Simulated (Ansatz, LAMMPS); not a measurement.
# Convergence of a linear-scaling basis for glassy 96GeO2-4K2O (mol %) (81 atoms)

Wanted: errors and times of a linear-scaling basis for glassy 96GeO2-4K2O (mol %) (81 atoms). A setting counts as converged where the r.m.s. difference of forces stays under 1 % of the r.m.s. force.

Calculated with Ansatz 0.2.0; Kohn-Sham DFT, PBE, PAW (set soft_2), plane waves.

**1. The system as given**

The cell holds 81 atoms: 26 Ge, 2 K and 53 O. Its edges and angles: a = 11.041 Å, b = 11.041 Å, c = 11.041 Å, α = 90.0°, β = 90.0°, γ = 90.0°. 81 atoms (26 Ge, 2 K, 53 O) placed at random at 3.63 g/cm³, melted at 4000 K for 10 ps at fixed volume with the Morse and Coulomb pair potential with partial charges (Pedone, Malavasi, Menziani, Cormack and Segre, J. Phys. Chem. B 110, 11780 (2006)). Quenched from 4000 K to 300 K at 20 K/ps and fixed volume, held 10 ps at zero pressure.

Limits known from the start: The quench rate of 20 K/ps is orders of magnitude faster than experiment, which tends to freeze in extra defects. The network of bonds at the start is that of the classical potential that made the cell, and needn't be the one that DFT or experiment would give. Sampling is at Γ alone, for a cell whose shortest periodic width is 11 Å.

**2. How the cell was made**

A classical potential makes the cell, at a small fraction of what the same run would cost in DFT.

This step: classical MD, Morse and Coulomb pair potential with partial charges (Pedone, Malavasi, Menziani, Cormack and Segre, J. Phys. Chem. B 110, 11780 (2006)) (LAMMPS 22 Jul 2025 - Update 4).

Contents of in.lmp:

```
# melt-quench of Ge26K2O53
units metal
atom_style charge
boundary p p p
region box block 0 10.8768 0 10.8768 0 10.8768
create_box 3 box
mass 1 72.6300   # Ge
mass 2 39.0983   # K
mass 3 15.9990   # O
create_atoms 1 random 26 274955 NULL overlap 1.5 maxtry 2000
create_atoms 2 random 2 274962 NULL overlap 1.5 maxtry 2000
create_atoms 3 random 53 274969 NULL overlap 1.5 maxtry 2000
pair_style hybrid/overlay pedone 5.5 coul/long 8.0
pair_coeff * * coul/long
pair_coeff 1 3 pedone 0.158118 2.294230 2.261313 5   # Ge-O
pair_coeff 2 3 pedone 0.011612 2.062605 3.305308 5   # K-O
pair_coeff 3 3 pedone 0.042395 1.379316 3.618701 22   # O-O
set type 1 charge 2.4
set type 2 charge 0.6
set type 3 charge -1.2
kspace_style pppm 1.0e-4
neigh_modify delay 0 every 1 check yes
thermo_style custom step time temp pe press density
thermo_modify norm yes
timestep 0.002
thermo 100
min_style cg
minimize 1e-4 1e-4 200 2000
reset_timestep 0
velocity all create 4000 274956 mom yes dist gaussian
fix lim all nve/limit 0.05
fix lan all langevin 4000 4000 0.2 274957 zero yes
thermo 500
run 1000 post no
# [... 7 lines left out ...]
fix md all nvt temp 4000 300 0.2
run 92500 post no
unfix md
thermo 1666
fix md all npt temp 300 300 0.2 iso 0 0 2
run 5000 post no
unfix md
write_dump all custom glass.dump id type xs ys zs modify sort id
```

On the command line:

```sh
$ lmp -in in.lmp -log none -nocite
```

The program printed:

```text
LAMMPS (22 Jul 2025 - Update 4)
Created orthogonal box = (0 0 0) to (10.8768 10.8768 10.8768)
Created 26 atoms
Created 2 atoms
Created 53 atoms
PPPM initialization ...
  G vector (1/distance) = 0.38263137
  grid = 12 12 12
  estimated relative force accuracy = 5.9879893e-05
   Step          Time           Temp          PotEng         Press         Density
         0   0              0             -2.3469153      498955.65      3.6320392
        89   0.178          0             -15.862062     -18161.733      3.6320392
Loop time of 0.0460343 s on 1 MPI rank(s) for 89 steps with 81 atoms
Minimization stats:
  Stopping criterion = energy tolerance
[... 17 lines left out ...]
[... 1 line left out ...]
Loop time of 1.69151 s on 1 MPI rank(s) for 5000 steps with 81 atoms
   Step          Time           Temp          PotEng         Press         Density
[... 12 lines left out ...]
Loop time of 29.776 s on 1 MPI rank(s) for 92500 steps with 81 atoms
   Step          Time           Temp          PotEng         Press         Density
[... 1 line left out ...]
     99960   199.92         293.85898     -16.044239      2725.6021      3.4123307
    101626   203.252        340.80355     -16.043794      1213.6702      3.44814
    103292   206.584        324.04731     -16.045089     -1446.4466      3.4536561
    103500   207            282.01879     -16.034452      1518.0677      3.4721408
Loop time of 2.21723 s on 1 MPI rank(s) for 5000 steps with 81 atoms
```

Elapsed: 34 s, on 1 thread of Intel Xeon Platinum 8488C (Sapphire Rapids), shared host; peak memory 0.07 GiB.

**3. Plane-wave single point**

This run is the reference for what follows, at a cutoff of 420 eV.

Contents of input.yaml:

```yaml
crystal:
  lattice:
    - [11.04127, 0.0, 0.0]
    - [0.0, 11.04127, 0.0]
    - [0.0, 0.0, 11.04127]
  atoms:
    - { symbol: Ge, position: [0.2367, 0.05905, 0.50031] }
    - { symbol: Ge, position: [0.90416, 0.78913, 0.72868] }
    - { symbol: Ge, position: [0.10918, 0.8041, 0.95282] }
    - { symbol: Ge, position: [0.382, 0.8854, 0.89301] }
    - { symbol: Ge, position: [0.21554, 0.55331, 0.38953] }
    - { symbol: Ge, position: [0.89642, 0.31246, 0.76621] }
    - { symbol: Ge, position: [0.70503, 0.96527, 0.00065] }
    - { symbol: Ge, position: [0.68855, 0.55318, 0.72156] }
    - { symbol: Ge, position: [0.40789, 0.1915, 0.94085] }
    - { symbol: Ge, position: [0.06738, 0.31164, 0.51853] }
    - { symbol: Ge, position: [0.12769, 0.26535, 0.96115] }
    - { symbol: Ge, position: [0.8443, 0.42637, 0.1439] }
    - { symbol: Ge, position: [0.49372, 0.17199, 0.62905] }
    - { symbol: Ge, position: [0.44671, 0.39051, 0.40946] }
    - { symbol: Ge, position: [0.54037, 0.73088, 0.0879] }
    - { symbol: Ge, position: [0.62788, 0.07771, 0.27892] }
    - { symbol: Ge, position: [0.1189, 0.53246, 0.09784] }
    - { symbol: Ge, position: [0.4539, 0.74551, 0.63789] }
    - { symbol: Ge, position: [0.89677, 0.19218, 0.29993] }
    - { symbol: Ge, position: [0.16828, 0.76806, 0.5794] }
    - { symbol: Ge, position: [0.70756, 0.52919, 0.40841] }
    - { symbol: Ge, position: [0.58741, 0.44392, 0.98487] }
    - { symbol: Ge, position: [0.99102, 0.02067, 0.0915] }
    - { symbol: Ge, position: [0.34332, 0.16879, 0.2626] }
    - { symbol: Ge, position: [0.58909, 0.80419, 0.37724] }
    - { symbol: Ge, position: [0.74129, 0.04262, 0.70526] }
    - { symbol: K, position: [0.38373, 0.43002, 0.71498] }
    - { symbol: K, position: [0.93941, 0.83262, 0.36856] }
    - { symbol: O, position: [0.19609, 0.54156, 0.23241] }
    - { symbol: O, position: [0.95766, 0.05749, 0.24025] }
    - { symbol: O, position: [0.52708, 0.76339, 0.24377] }
    - { symbol: O, position: [0.96794, 0.24037, 0.41925] }
    - { symbol: O, position: [0.16173, 0.39909, 0.03495] }
    - { symbol: O, position: [0.80139, 0.43684, 0.78396] }
    - { symbol: O, position: [0.82827, 0.17518, 0.7293] }
    - { symbol: O, position: [0.25036, 0.22687, 0.87868] }
    - { symbol: O, position: [0.42172, 0.78416, 0.00684] }
    - { symbol: O, position: [0.48426, 0.11888, 0.30167] }
    - { symbol: O, position: [0.14088, 0.65388, 0.00289] }
    - { symbol: O, position: [0.5769, 0.4527, 0.36518] }
    - { symbol: O, position: [0.24203, 0.08193, 0.34476] }
    - { symbol: O, position: [0.35889, 0.51546, 0.43018] }
    - { symbol: O, position: [0.17646, 0.20405, 0.53618] }
    - { symbol: O, position: [0.38193, 0.07853, 0.56163] }
    - { symbol: O, position: [0.79353, 0.67638, 0.73441] }
    - { symbol: O, position: [0.63501, 0.03943, 0.12107] }
    - { symbol: O, position: [0.54891, 0.57656, 0.06064] }
    - { symbol: O, position: [0.96293, 0.52719, 0.11031] }
    - { symbol: O, position: [0.5954, 0.50343, 0.84139] }
    - { symbol: O, position: [0.48486, 0.29376, 0.53043] }
    - { symbol: O, position: [0.34528, 0.30889, 0.33216] }
    - { symbol: O, position: [0.8364, 0.92182, 0.66707] }
    - { symbol: O, position: [0.45093, 0.83082, 0.76592] }
    - { symbol: O, position: [0.6649, 0.93939, 0.3555] }
    - { symbol: O, position: [0.6569, 0.82004, 0.02552] }
    - { symbol: O, position: [0.69004, 0.68874, 0.39585] }
    - { symbol: O, position: [0.01584, 0.75084, 0.62745] }
    - { symbol: O, position: [0.72185, 0.41669, 0.05694] }
    - { symbol: O, position: [0.29754, 0.70848, 0.63815] }
    - { symbol: O, position: [0.74081, 0.16869, 0.3206] }
    - { symbol: O, position: [0.99416, 0.34732, 0.64774] }
    - { symbol: O, position: [0.22569, 0.86805, 0.88405] }
    - { symbol: O, position: [0.1668, 0.69118, 0.43736] }
    - { symbol: O, position: [0.54522, 0.62441, 0.65652] }
    - { symbol: O, position: [0.85079, 0.99068, 0.02995] }
    - { symbol: O, position: [0.49621, 0.80993, 0.50404] }
    - { symbol: O, position: [0.0597, 0.88556, 0.07668] }
    - { symbol: O, position: [0.33748, 0.18544, 0.11187] }
    - { symbol: O, position: [0.98863, 0.80691, 0.85445] }
    - { symbol: O, position: [0.49941, 0.3158, 0.98723] }
    - { symbol: O, position: [0.41903, 0.02401, 0.93521] }
    - { symbol: O, position: [0.90633, 0.29373, 0.18314] }
    - { symbol: O, position: [0.19164, 0.9168, 0.54026] }
    - { symbol: O, position: [0.80563, 0.48172, 0.29201] }
    - { symbol: O, position: [0.46567, 0.21436, 0.77662] }
    - { symbol: O, position: [0.62266, 0.09104, 0.62561] }
    - { symbol: O, position: [0.1311, 0.43793, 0.45732] }
    - { symbol: O, position: [0.69474, 0.01146, 0.85156] }
    - { symbol: O, position: [0.08042, 0.13187, 0.03333] }
    - { symbol: O, position: [0.99556, 0.30285, 0.88857] }
    - { symbol: O, position: [0.73204, 0.50122, 0.55889] }
kpoints:
  mp_grid: { grid: [1, 1, 1] }
hamiltonian:
  xc: pbe
scf:
  occupations: { method: fixed }
output:
  forces: true
  stress: true
  populations: true
  dos:
    method: { smearing: { sigma: 0.15 } }
    de: 0.1
    projected: { site_lists: { Ge: [Ge], K: [K], O: [O] } }
  eigenvalues: true
  write_density: true
  write_potential: true
  volumetric_format: npy
  elf: true
```

On the command line:

```sh
$ ansatz run input.yaml --threads 8 --pin off --max-ram 15872MiB --backend cpu --events-out ev --progress --plain --runs-dir out
```

The program printed:

```text
Engine: ansatz 0.2.0, x86_64-unknown-linux-gnu
Pseudopotentials: kind: paw
Pseudopotential: Ge, paw, valence charge 14, recommended cutoff 420 eV (normal), Ge.paw.azcp
Pseudopotential: K, paw, valence charge 9, recommended cutoff 420 eV (normal), K.paw.azcp
Pseudopotential: O, paw, valence charge 6, recommended cutoff 420 eV (normal), O.paw.azcp
[... 5 lines on functional and potentials left out ...]
Crystal: 81 atoms, lattice volume = 1346.037 Å³
Basis set: ecut = 420 eV, 26193 PW (Γ), exchange–correlation on 150×150×150 points (8 copies of the dense FFT grid, shifted against one another)
Bands: 431, of which v1, the nominal top of the filled ones, is band 350 counted from 1 (349 counted from 0)
Symmetry: 1 space group operations
Space group: P1 (ITA 1), of the structure as read, at distance tolerance 1.1e-4 Å
k-points: 1
[... 7 lines on functional and potentials left out ...]
Initial density: superposition of atomic densities (neutral atoms: chi_scale 0, normalization atom), corrected by the library's trained network
Initial wavefunctions: pseudopotential atomic-orbital guess
Functional: x = pbe(κ = 0.804, μ = 0.219515), c = pbe(β = 0.066725)
SCF iter   1: F=—  HF=-144804.231243 eV  |F-HF|=—  |Δ(HF+E_count)|=         —  Δρ=2.52e-3  dr2=6.91e-2  ethr=1.77e-3  ⟨swp⟩=5.0  Hψ=1550  notcnv=0  defer=79
preconditioner: auto → Resta (q_TF=auto, 2.447 Å⁻¹)  ε∞=2.6  [insulator: Δε(μ)=1.935 eV  Ē_g=20.962 eV  n_scr=340 (ndim 8)  ℏωp=26.8 eV  f_vac=0.299  ε∞_Penn≈2.6]
SCF iter   2: F=—  HF=-144804.233769 eV  |F-HF|=—  |Δ(HF+E_count)|=   2.53e-3  Δρ=1.32e-3  dr2=1.40e-2  ethr=9.88e-6  ⟨swp⟩=2.0  Hψ=664  notcnv=0  defer=79
SCF iter   3: F=—  HF=-144804.236485 eV  |F-HF|=—  |Δ(HF+E_count)|=   2.72e-3  Δρ=5.16e-4  dr2=3.76e-3  ethr=2.00e-6  ⟨swp⟩=2.0  Hψ=527  notcnv=0  defer=79
SCF iter   4: F=—  HF=-144804.237081 eV  |F-HF|=—  |Δ(HF+E_count)|=   5.96e-4  Δρ=1.39e-4  dr2=3.00e-4  ethr=5.37e-7  ⟨swp⟩=2.0  Hψ=527  notcnv=0  defer=79
SCF iter   5: F=—  HF=-144804.237138 eV  |F-HF|=—  |Δ(HF+E_count)|=   5.71e-5  Δρ=1.01e-4  dr2=1.24e-4  ethr=4.28e-8  ⟨swp⟩=2.0  Hψ=636  notcnv=0  defer=75
SCF iter   6: F=—  HF=-144804.237153 eV  |F-HF|=—  |Δ(HF+E_count)|=   1.49e-5  Δρ=2.40e-5  dr2=7.69e-6  ethr=1.78e-8  ⟨swp⟩=2.0  Hψ=542  notcnv=0  defer=74
SCF iter   7: F=—  HF=-144804.234922 eV  |F-HF|=—  |Δ(HF+E_count)|=   2.23e-3  Δρ=1.43e-5  dr2=2.30e-6  ethr=1.10e-9  ⟨swp⟩=2.0  Hψ=705  notcnv=0  defer=74
SCF iter   8: F=—  HF=-144804.234922 eV  |F-HF|=—  |Δ(HF+E_count)|=   9.01e-8  Δρ=3.88e-6  dr2=1.76e-7  ethr=3.28e-10  ⟨swp⟩=2.0  Hψ=705  notcnv=0  defer=74
SCF iter   9: F=-144804.234922 eV  HF=-144804.234922 eV  |F-HF|=1.85e-8  |Δ(HF+E_count)|=   7.57e-8  Δρ=1.92e-6  dr2=4.43e-8  ethr=1.43e-11  ⟨swp⟩=21.0  Hψ=3376  notcnv=0
SCF 1 converged in 9 iterations: F = -144804.234922 eV  dr2 = 4.43e-8
  greatest PAW one-centre occupation: 0.999 electrons in one spin orbital (limit 2), on the Ge atom at site 7 (counted from 0), in its partial waves of l = 2
WARN: The input density's exchange-correlation potential varies sharply where the density is thin. Do not read a vacuum level from v_tot or v_xc, or from such a field of the output density. On a cell that repeats whose density bears no net charge and no dipole along the vacuum's axis use v_es (v_loc + v_h of the components); [...]
SCF converged after 9 iterations
Free energy (F): -144804.234922 eV
Harris-Foulkes:  -144804.234922 eV  (|F-HF|=1.85e-8)
Internal energy: -144804.234922 eV  (E = F + TS)
E sigma→0 (E₀):  -144804.234922 eV
Fermi energy:    3.085359 eV
--- Per-component energies (eV) ---
  E_band       = -7453.087565
  E_kinetic    = 12742.590732
  E_local      = -113912.258797  (includes V_loc(G=0)·N_el)
  E_nonlocal   = 13685.136638
  E_hartree    = 48697.820977
  E_xc         = -6094.695495
  E_vxc        = -6940.606137  (∫ρ·V_xc dr)
  E_paw        = -62677.354631  (= ΣΔE_a)
  E_vpaw       = -10423.727418  (= ΣTr[D̂ρ^β])
  E_aug_tail   = 0.142295  (compensation charges beyond the density's cutoff)
  E_ewald      = -37245.616642
  E_smearing   = -0.000000  (= −TS)
  E_closure    = 0.000000  (closes the sum)
  Σ components = -144804.234922   (vs F -144804.234922, Δ=0.00e0)
--- Forces (eV/Å), atoms counted from 1 ---
  atom   1  Ge     1.76841488     2.61406183     0.40828327
  atom   2  Ge    -2.37699096    -0.61269568    -0.08661090
  atom   3  Ge    -1.32089852    -2.49478303     1.68514077
  atom   4  Ge    -0.22406345    -1.69339071     0.43939350
  atom   5  Ge    -1.10715439    -1.88502030    -1.21301755
  atom   6  Ge    -0.76165746     0.68652332    -0.40970133
  atom   7  Ge    -1.37217070     0.49194607     0.45237875
  atom   8  Ge     2.07449044    -0.62967671    -2.07916803
  atom   9  Ge    -2.16677421    -0.97602736    -0.44522142
  atom  10  Ge    -0.55818183    -0.25488211    -0.47134468
  atom  11  Ge    -1.16206204    -0.45949332     1.03029257
  atom  12  Ge     0.75818306     2.66075384     2.16475667
  atom  13  Ge    -2.86331634    -0.23067617     0.02296746
  atom  14  Ge     0.77694900    -1.32953722     1.00066664
[...]
atom  80  O     -1.23906521     0.41169997    -0.31940132
  atom  81  O      0.37453421    -0.49789018     1.61316590
  max |Σ_I F_I| component: 6.13e-5 eV/Å
--- Stress (GPa, compression-positive) ---
        7.960438      -0.867929       0.886782
       -0.867929       5.213896       0.647235
        0.886782       0.647235       5.658245
  P = ⅓ Tr σ = 6.2775 GPa (62.775 kbar)
--- Band table (eV) ---
  k-point 0: bands = ["-26.1810", "-25.3367", "-22.1691", "-22.1383", [... 415 levels ...], "12.1209", "12.1378", "12.2106", "12.2121", "12.2687", "12.3272", "12.3782", "12.4105", "12.4321", "12.5044", "12.5711", "12.6060"]
--- Löwdin populations: 81 sites ---
  site symbol       q [e]
     0     Ge     12.3660
     1     Ge     12.3480
     2     Ge     12.3262
[...]
80      O      6.7518
  spilling = 0.005139 (of n_electrons = 700.000000)
```

Elapsed: 8.3 s, on 8 threads of Intel Xeon Platinum 8488C (Sapphire Rapids), shared host; peak memory 2 GiB; 52 s of CPU time.

The program notes that the exchange-correlation potential is rough where the density is thin.

Numbers from this run:

```yaml
free_energy: -144804.2349 eV
free_energy_per_atom: -1787.7066 eV/atom
scf_cycles: 9
pressure: 6.278 GPa
r_m_s_force_component: 1.167 eV/Å
longest_force: 3.981 eV/Å
fermi_energy: 3.085 eV
spacing_of_highest_filled_and_lowest_empty_level: 1.807 eV
spilling_of_the_projection: 0.005139
```

The r.m.s. force component of 1.2 eV/Å and the pressure of 6.3 GPa set the scale for the differences below.

**4. Support functions low**

With localised support functions most steps grow linearly with size, though the diagonalisation grows faster unless the density matrix is cut; this run measures error and cost at this size.

This step: Kohn-Sham DFT, PBE, PAW (set soft_2), localised support functions (low) (Ansatz 0.2.0).

input.yaml, the sections that differ from step 3:

```yaml
scf:
  occupations: { method: fixed }
  eigensolver: { kind: { support_functions: { accuracy: low } } }
  max_iter: 150
output:
  forces: true
  eigenvalues: true
# crystal, kpoints, hamiltonian: as in step 3
```

The program printed:

```text
Warning: scf.eigensolver.kind.support_functions: disabling space-group detection — the functions' gradient is summed over unrotated k-points, so no spatial operation reduces the k-mesh or symmetrises the density; time reversal is kept, so that k and −k are solved as one point where they differ and the mesh holds both, and exact exchange and, on two spinor components, a DFT+U term hold to it where the run has them: [...]
settings of this run that can trade accuracy for cost: scf.eigensolver.kind.support_functions; scf.eigensolver.kind.support_functions.accuracy: low [...]
[...]
Crystal: 81 atoms, lattice volume = 1346.037 Å³
Basis set: ecut = 420 eV, 26193 PW (Γ), exchange–correlation on 150×150×150 points (8 copies of the dense FFT grid, shifted against one another)
Bands: 420, of which v1, the nominal top of the filled ones, is band 350 counted from 1 (349 counted from 0)
Symmetry: 1 space group operations
k-points: 1
[...]
SCF iter   1: F=—  HF=-144786.451552 eV  |F-HF|=—  |Δ(HF+E_count)|=         —  Δρ=1.02e-1  dr2=9.38e1  ethr=1.00e-1
[...]
SCF iter  12: F=—  HF=-144804.895868 eV  |F-HF|=—  |Δ(HF+E_count)|=   1.44e-3  Δρ=4.67e-5  dr2=2.74e-5  ethr=1.67e-8  κ⁻¹=4.8e-5(r=7)
SCF iter  13: F=-144804.897042 eV  HF=-144804.897051 eV  |F-HF|=8.22e-6  |Δ(HF+E_count)|=   1.18e-3  Δρ=1.43e-5  dr2=3.33e-6  ethr=3.92e-9
SCF 1 converged in 13 iterations: F = -144804.911791 eV  dr2 = 3.33e-6
[...]
SCF converged after 13 iterations
Stability not checked: this state was not tested for a lower state beside it, because the mixer in use, unlike msr1, does not test its closes by its own steps (another_mixer; see scf.mixing.algorithm and scf.lower_state_search)
Free energy (F): -144804.911791 eV
[...]
Internal energy: -144804.911791 eV  (E = F + TS)
E sigma→0 (E₀):  -144804.911791 eV
Fermi energy:    3.084858 eV
[...]
Σ components = -144804.911791   (vs F -144804.911791, Δ=0.00e0)
--- Forces (eV/Å), atoms counted from 1 ---
  atom   1  Ge     1.77374092     2.61853361     0.40560102
  atom   2  Ge    -2.37463206    -0.61403712    -0.09087274
  atom   3  Ge    -1.32964743    -2.49619095     1.68742277
  atom   4  Ge    -0.22771870    -1.70370311     0.43956575
[...]
atom  81  O      0.37073239    -0.49400057     1.60250820
  max |Σ_I F_I| component: 1.43e-3 eV/Å
--- Band table (eV) ---
[...]
```

Run time: 38 s. Hardware: 8 threads; peak memory 3.7 GiB.

The program notes that the band table was not solved further than the SCF left it and it switched symmetry off.

Keys that differ from the reference: support_functions.accuracy = "low" and scf.max_iter = 150.

Forces differ from the reference by 4.8 meV/Å r.m.s., 0.41 % of their size, within a tolerance of 1 %; the energy by -8.4 meV/atom. It took roughly 4.6 times the reference's time (one timing each, with unlike analyses asked), in 13 cycles against 9.

(Part 1 of 3 ends here.)

[Long decimals in the printed logs are rounded to 6 places.]

[Logs are printed without paths, hosts, clocks, repeated set-up lines and the standing remarks that a program may print on its own settings, such as how far it seeks lower states.]

[Hosts, paths, dates, database ids (printed as entryN), source tags and the programs' standing remarks are cut or masked in the printed files.]
